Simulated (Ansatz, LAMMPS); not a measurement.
**A faulty run on amorphous SiO0.5 (66 atoms)**

Program: Ansatz 0.2.0. The cell: 44 Si and 22 O.

File input.yaml:

```yaml
crystal:
  lattice:
    - [10.4839, 0.0, 0.0]
    - [0.0, 10.4839, 0.0]
    - [0.0, 0.0, 10.4839]
  atoms:
    - { symbol: Si, position: [0.58616, 0.01982, 0.70607] }
    - { symbol: Si, position: [0.04599, 0.60436, 0.81972] }
    - { symbol: Si, position: [0.3493, 0.72515, 0.24703] }
    - { symbol: Si, position: [0.81069, 0.51352, 0.17022] }
    - { symbol: Si, position: [0.8183, 0.49803, 0.94256] }
    - { symbol: Si, position: [0.03781, 0.53528, 0.53924] }
    - { symbol: Si, position: [0.07236, 0.94084, 0.09611] }
    - { symbol: Si, position: [0.37522, 0.04898, 0.30702] }
    - { symbol: Si, position: [0.50668, 0.45658, 0.3979] }
    - { symbol: Si, position: [0.64357, 0.36067, 0.25023] }
    - { symbol: Si, position: [0.98836, 0.25699, 0.3232] }
    - { symbol: Si, position: [0.55218, 0.72378, 0.63416] }
    - { symbol: Si, position: [0.64534, 0.39315, 0.84933] }
    - { symbol: Si, position: [0.71305, 0.00154, 0.41208] }
    - { symbol: Si, position: [0.66692, 0.15663, 0.86098] }
    - { symbol: Si, position: [0.24682, 0.66222, 0.92107] }
    - { symbol: Si, position: [0.89795, 0.81559, 0.05077] }
    - { symbol: Si, position: [0.52073, 0.09806, 0.45912] }
    [... 42 atom lines left out ...]
    - { symbol: O, position: [0.3582, 0.27435, 0.96811] }
    - { symbol: O, position: [0.50983, 0.44929, 0.90642] }
    - { symbol: O, position: [0.54984, 0.29136, 0.13155] }
    - { symbol: O, position: [0.48977, 0.69607, 0.7828] }
    - { symbol: O, position: [0.79801, 0.92248, 0.01194] }
    - { symbol: O, position: [0.51282, 0.94812, 0.82309] }
kpoints:
  mp_grid: { grid: [1, 1, 1] }
hamiltonian:
  xc: pbe
scf:
  occupations: { method: gaussian, width: 0.05 }
  max_iter: 60
output:
  forces: true
accuracy: [1, 2]
```

Command:

```
$ ansatz run input.yaml --threads 4 --pin off --max-ram 8192MiB --backend cpu --events-out ev --progress --plain --runs-dir out
```

Output:

```text
Error: YAML parse error: error: line 82 column 11: expected string scalar
  --> <input>:82:11
   |
80 | output:
81 |   forces: true
82 | accuracy: [1, 2]
   |           ^ expected string scalar
```

The job ended after 0.01 s (4 threads of Arm Neoverse V1, shared host; peak memory 0.11 GiB).

What is at fault here, and what would mend it?

A value that the key doesn't take: accuracy = [1, 2].

The fix is to take out accuracy.

The program refused it before any cycle.

[Logs are printed without paths, hosts, clocks, repeated set-up lines and the standing remarks that a program may print on its own settings, such as how far it seeks lower states.]

[Hosts, paths, dates, database ids (printed as entryN), source tags and the programs' standing remarks are cut or masked in the printed files.]
